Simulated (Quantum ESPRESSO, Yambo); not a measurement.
# Quasiparticle gap of Diamond (Fd-3m, 2 atoms a cell) in Yambo, part 2 of 3

How does a plane-wave GW calculation on Diamond (Fd-3m, 2 atoms a cell) run from the first input to the gap?

Quantum ESPRESSO 7.5 and Yambo 5.3.0; PBE and many-body steps on it, plane waves. Known limits of the many-body steps: not at the basis limit; coarse k mesh.

So far. Step 2 (Ground state): The gap is indirect, with the least direct gap 1.40 eV higher. Step 3 (Bands along the symmetry lines): The gap is 4.190 eV, −0.039 eV from the run before at this level.

### 4. Empty states on the mesh, 6×6×6 mesh, 29 bands

Level of this step: DFT, PBE, plane waves, norm-conserving pseudopotentials (Quantum ESPRESSO).

The sums over transitions need many empty states on a uniform mesh; this step solves for them.

pw.in

```
&control
  calculation = 'nscf'
  prefix = 'x'
  outdir = 'o'
  pseudo_dir = 'pseudo'
/
&system
  ibrav = 0
  nat = 2
  ntyp = 1
  ecutwfc = 74.0
  nbnd = 29
  force_symmorphic = .true.
/
&electrons
  conv_thr = 1e-9
  electron_maxstep = 80
  diago_full_acc = .true.
  diago_thr_init = 5e-6
/
ATOMIC_SPECIES
  C 12.011 C.upf
CELL_PARAMETERS angstrom
  -0.0000000000 1.7833700000 1.7833700000
  1.7833700000 -0.0000000000 1.7833700000
  1.7833700000 1.7833700000 0.0000000000
ATOMIC_POSITIONS crystal
  C 0.0000000000 0.0000000000 0.0000000000
  C 0.2500000000 0.2500000000 0.2500000000
K_POINTS automatic
  6 6 6 0 0 0
```

Run with:

```sh
> OMP_NUM_THREADS=1 mpirun -n 8 pw.x -nk 4 -in pw.in > pw.out
```

Output:

```text
[banner, memory and clock lines left out]
Program PWSCF v.7.5 starts

     Atomic positions and unit cell read from directory:
     o/x.save/

     Message from routine setup:
     using ibrav=0 with symmetry is DISCOURAGED, use correct ibrav instead

     bravais-lattice index     =            0
     lattice parameter (alat)  =       4.7660  a.u.
     unit-cell volume          =      76.5510 (a.u.)^3
     number of atoms/cell      =            2
     number of atomic types    =            1
     number of electrons       =         8.00
     number of Kohn-Sham states=           29
     kinetic-energy cutoff     =      74.0000  Ry
     charge density cutoff     =     296.0000  Ry
     Exchange-correlation= PBE
                           (   1   4   3   4   0   0   0)

     celldm(1)=   4.766014  celldm(2)=   0.000000  celldm(3)=   0.000000
     celldm(4)=   0.000000  celldm(5)=   0.000000  celldm(6)=   0.000000

     crystal axes: (cart. coord. in units of alat)
               a(1) = (  -0.000000   0.707107   0.707107 )
               a(2) = (   0.707107  -0.000000   0.707107 )
               a(3) = (   0.707107   0.707107   0.000000 )

     reciprocal axes: (cart. coord. in units 2 pi/alat)
               b(1) = ( -0.707107  0.707107  0.707107 )
               b(2) = (  0.707107 -0.707107  0.707107 )
               b(3) = (  0.707107  0.707107 -0.707107 )
     Pseudo is Norm-conserving + core correction, Zval =  4.0
     Generated using ONCVPSP code by D. R. Hamann
     Using radial grid of 1248 points,  4 beta functions with:
     C                 4.00    12.01100     C ( 1.00)

     24 Sym. Ops. (no inversion) found

   Cartesian axes

     site n.     atom                  positions (alat units)
         1        C      tau(   1) = (   0.0000000   0.0000000   0.0000000  )
         2        C      tau(   2) = (   0.3535534   0.3535534   0.3535534  )

     number of k points=    16
                       cart. coord. in units 2pi/alat
        k(    1) = (   0.0000000   0.0000000   0.0000000), wk =   0.0092593
        k(    2) = (   0.1178511   0.1178511  -0.1178511), wk =   0.0740741
        k(    3) = (   0.2357023   0.2357023  -0.2357023), wk =   0.0740741
[...]
[... 4 further rows ...]
        k(   15) = (  -0.1178511  -0.3535534   0.5892557), wk =   0.2222222
        k(   16) = (  -0.7071068   0.2357023   0.0000000), wk =   0.1111111

     Dense  grid:     6615 G-vectors     FFT dimensions: (  27,  27,  27)

     The potential is recalculated from file :
     o/x.save/charge-density

     Starting wfcs are    8 randomized atomic wfcs +   21 random wfcs

     Band Structure Calculation

     End of band structure calculation

          k = 0.0000 0.0000 0.0000 (   869 PWs)   bands (ev):

    -8.1303  13.3585  13.3585  13.3585  18.9841  18.9841  18.9841  26.6878
    32.6551  40.2185  40.2185  40.9884  40.9884  40.9884  48.1681  60.6130
    60.6130  60.6130  81.5255  81.5255  81.5255  85.7548  85.7548  87.9125
    87.9125  87.9125  92.3830  92.3830  92.3831

          k = 0.1179 0.1179-0.1179 (   830 PWs)   bands (ev):

[...]
88.8027  89.9225  89.9225  97.2442 101.3022

          k = 0.2357 0.2357-0.2357 (   823 PWs)   bands (ev):

[...]
34.3199  36.7661  36.7661  38.6444  52.6120  52.6120  57.2882  57.6784
    57.6784  63.1509  71.6978  71.6978  77.7402  81.1449  81.1449  88.2087
    88.2087  90.9546  91.2942  91.2991  91.2991

          k =-0.3536-0.3536 0.3536 (   832 PWs)   bands (ev):

     [... further k-points ...]

     highest occupied, lowest unoccupied level (ev):    13.3585   17.5657

     XML data file, pseudopotentials, collected wavefunctions
```

The job ended after 2.8 s (8 MPI ranks of Arm Neoverse V1, shared host; peak memory 0.24 GiB).

This step gave:

| Property | Result |
| --- | --- |
| gap | 4.207 eV |
| k of the valence top | 0, 0, 0 |
| k of the conduction bottom | 0, 0.3333, 0.3333 |
| least direct gap | 5.626 eV |
| k points computed | 16 |
| lowest point of the top converged band, above the valence top | 77.6833 eV |

On this mesh the gap is 4.207 eV.

### 5. Conversion and set-up

This step: Yambo 5.3.0; conversion and set-up on PBE, plane waves, norm-conserving pseudopotentials.

The states are converted to the many-body program's format and the q mesh is built.

Run with:

```sh
> (cd o/x.save; p2y > p2y.log; mv SAVE ../..); yambo > setup.log
```

Output:

```text
 Yambo, version 5.3.0

 [02] CORE Variables Setup
 =========================

  [02.01] Unit cells
  ==================

  Cell kind             :  FCC
  Atoms in the cell     :  C
  number of C  atoms    :  2

  List of atomic masses
  Mass of C     :  12.01100

  List of atomic coordinates    : [cc]
  C1       :  0.000000  0.000000  0.000000  order 1
  C2       :  1.685040  1.685040  1.685040  order 2

  Alat factors          :  3.370081  3.370081  3.370081 [a.u.]
  Direct lattice volume :  76.55102 [a.u.]
  Direct lattice vectors:  A[ 1 ]  A[ 2 ]  A[ 3 ]
   A[ 1 ]: -0.000000  1.000000  1.000000  [iru]
  -0.000000  3.370081  3.370081  [cc]
   A[ 2 ]:  1.000000 -0.000000  1.000000  [iru]
   3.370081 -0.000000  3.370081  [cc]
   A[ 3 ]:  1.000000  1.000000  0.000000  [iru]
   3.370081  3.370081  0.000000  [cc]

  Recip. lattice volume :  3.240325 [a.u.]
  Recip. lattice vectors:  B[ 1 ]  B[ 2 ]  B[ 3 ]
   B[ 1 ]: -0.500000  0.500000  0.500000  [iku]
  -0.932201  0.932201  0.932201  [cc]
   B[ 2 ]:  0.500000 -0.500000  0.500000  [iku]
   0.932201 -0.932201  0.932201  [cc]
   B[ 3 ]:  0.500000  0.500000 -0.500000  [iku]
   0.932201  0.932201 -0.932201  [cc]

  [02.02] Symmetries
  ==================

  Inversion symmetry    : yes
  Spatial inversion     : no
  Inversion index       :  25
  K-space Time-reversal : yes
  Magnetic symmetries   : no
  Time-reversal derived K-space symmetries:   25   48
  Group table correct   : yes
  Symmetries units      :  [cc]

   [S  1]:   1.0000     -0.26553E-16 -0.26553E-16 -0.26553E-16   1.0000      0.26553E-16  0.26553E-16  0.26553E-16   1.0000
   [S  2]:  -1.0000      0.26553E-16 -0.26553E-16  0.26553E-16  -1.0000      0.26553E-16 -0.26553E-16 -0.26553E-16   1.0000
   [S  3]:  -1.0000     -0.26553E-16  0.26553E-16  0.26553E-16   1.0000     -0.26553E-16 -0.26553E-16  0.26553E-16  -1.0000
[...]
[S  9]: -0.26553E-16   1.0000     -0.26553E-16  0.26553E-16 -0.26553E-16   1.0000       1.0000      0.26553E-16  0.26553E-16
   [S 10]: -0.26553E-16  -1.0000      0.26553E-16  0.26553E-16  0.26553E-16  -1.0000       1.0000     -0.26553E-16 -0.26553E-16
     [... 36 further rows ...]
   [S*47]:   1.0000     -0.26553E-16  0.26553E-16 -0.26553E-16  0.26553E-16  -1.0000      0.26553E-16   1.0000     -0.26553E-16
   [S*48]:   1.0000      0.26553E-16 -0.26553E-16 -0.26553E-16 -0.26553E-16   1.0000      0.26553E-16  -1.0000      0.26553E-16

  [02.03] Reciprocal space
  ========================

  nG shells         :  117
  nG charge         :   6615
  nG WFs            :  1182
  nC WFs            :   869
  G-vecs. in first 11 shells:  [ Number ]
     1    9   15   27   51   59   65   89  113
   137  169
  ...
  Shell energy in first 11 shells:  [ mHa ]
    0.00000      1303.50      1738.00      3475.99      4779.49      5213.99      6951.99      8255.49      8689.99
    10428.0      11731.5
  ...

  [02.04] K-grid lattice
[...]
WF components:   826
  K [16]         [rlu]:  0.166667 -0.500000 -0.333333
         WF components:   820

  [02.05] Energies & Occupations
  ==============================

  [X] === General ===
  [X] Electronic Temperature                        :  0.000000  0.000000 [eV K]
  [X] Bosonic    Temperature                        :  0.000000  0.000000 [eV K]
  [X] Finite Temperature mode                       : no
  [X] El. density                                   :  0.70524E+24 [cm-3]
  [X] Fermi Level                                   :  13.35851 [eV]

  [X] === Gaps and Widths ===
  [X] Conduction Band Min                           :  4.207159 [eV]
  [X] Valence Band Max                              :  0.000000 [eV]
  [X] Filled Bands                                  :   4
  [X] Empty Bands                                   :   5  29
  [X] Direct Gap                                    :  5.625542 [eV]
  [X] Direct Gap localized at k                     :  1
  [X] Indirect Gap                                  :  4.207159 [eV]
  [X] Indirect Gap between kpts                     :   1  10
  [X] Last valence band width                       :  7.820919 [eV]
  [X] 1st conduction band width                     :  4.646056 [eV]

  E @ K [ 1]:  [eV]
   -21.4889    -0.101414E-6 -0.998609E-7   0.00000      5.62554      5.62554      5.62554      13.3293
  occ @ K [ 1]
   2.000000  2.000000  2.000000  2.000000  0.000000  0.000000  0.000000  0.000000
  E @ K [ 2]:  [eV]
  -20.72244  -3.75770  -1.02506  -1.02506   6.96960   6.96960   7.43379  13.96857
  occ @ K [ 2]
[...]
E @ K [ 3]:  [eV]
[...]
occ @ K [ 3]
[...]
E @ K [ 8]:  [eV]
[...]
occ @ K [ 8]
[...]
E @ K [ 9]:  [eV]
[...]
occ @ K [ 9]
[...]
E @ K [10]:  [eV]
[...]
occ @ K [10]
[...]
E @ K [11]:  [eV]
[...]
occ @ K [11]
[...]
E @ K [12]:  [eV]
[...]
occ @ K [12]
[...]
E @ K [13]:  [eV]
[...]
occ @ K [13]
[...]
E @ K [14]:  [eV]
[...]
occ @ K [14]
[...]
E @ K [15]:  [eV]
[...]
occ @ K [15]
[...]
E @ K [16]:  [eV]
  -12.23250 -12.23250  -7.82092  -7.82092   8.28167   8.28167  14.53876  14.53876
  occ @ K [16]
   2.000000  2.000000  2.000000  2.000000  0.000000  0.000000  0.000000  0.000000

 [03] Transferred momenta grid and indexing
 ==========================================

 IBZ Q-points                                      :  16
 BZ  Q-points                                      :  216

 K/Q-points units:
 rlu = crystal or reduced units; cc = cartesian coordinates; iku = interal k-units

 Q [ 1]         [rlu]:  0.000000  0.000000  0.000000
 Q [ 2]         [rlu]:  0.39018E-17  0.39018E-17  0.16667
 Q [ 3]         [rlu]:  0.78036E-17  0.78036E-17  0.33333
[...]
Q [ 8]         [rlu]:  0.84430E-16  0.16667     -0.33333
 Q [ 9]         [rlu]: -0.37578E-16  0.16667     -0.16667
 Q [10]         [rlu]:  0.17390E-18  0.33333      0.33333
     [... 4 further rows ...]
 Q [15]         [rlu]:  0.166667  0.333333 -0.333333
 Q [16]         [rlu]:  0.166667 -0.500000 -0.333333

  [03.01] X indexes
  =================

   [03.01.01] Sigma indexes
   ========================

 [06] Game Over & Game summary
```

Elapsed: 1.7 s, on 1 MPI rank; peak memory 0.23 GiB.

(Continued in part 3 of 3.)

[Paths, hosts, dates, memory and timing lines, banners, echoed tables and standing remarks are left out of the program output.]

[Logs are printed without paths, hosts, clocks, repeated set-up lines and the standing remarks that a program may print on its own settings, such as how far it seeks lower states.]

[Runs of the session that timed out or met a known fault of the program may be left out.]

[Hosts, paths, dates, database ids (printed as entryN), source tags and the programs' standing remarks are cut or masked in the printed files.]
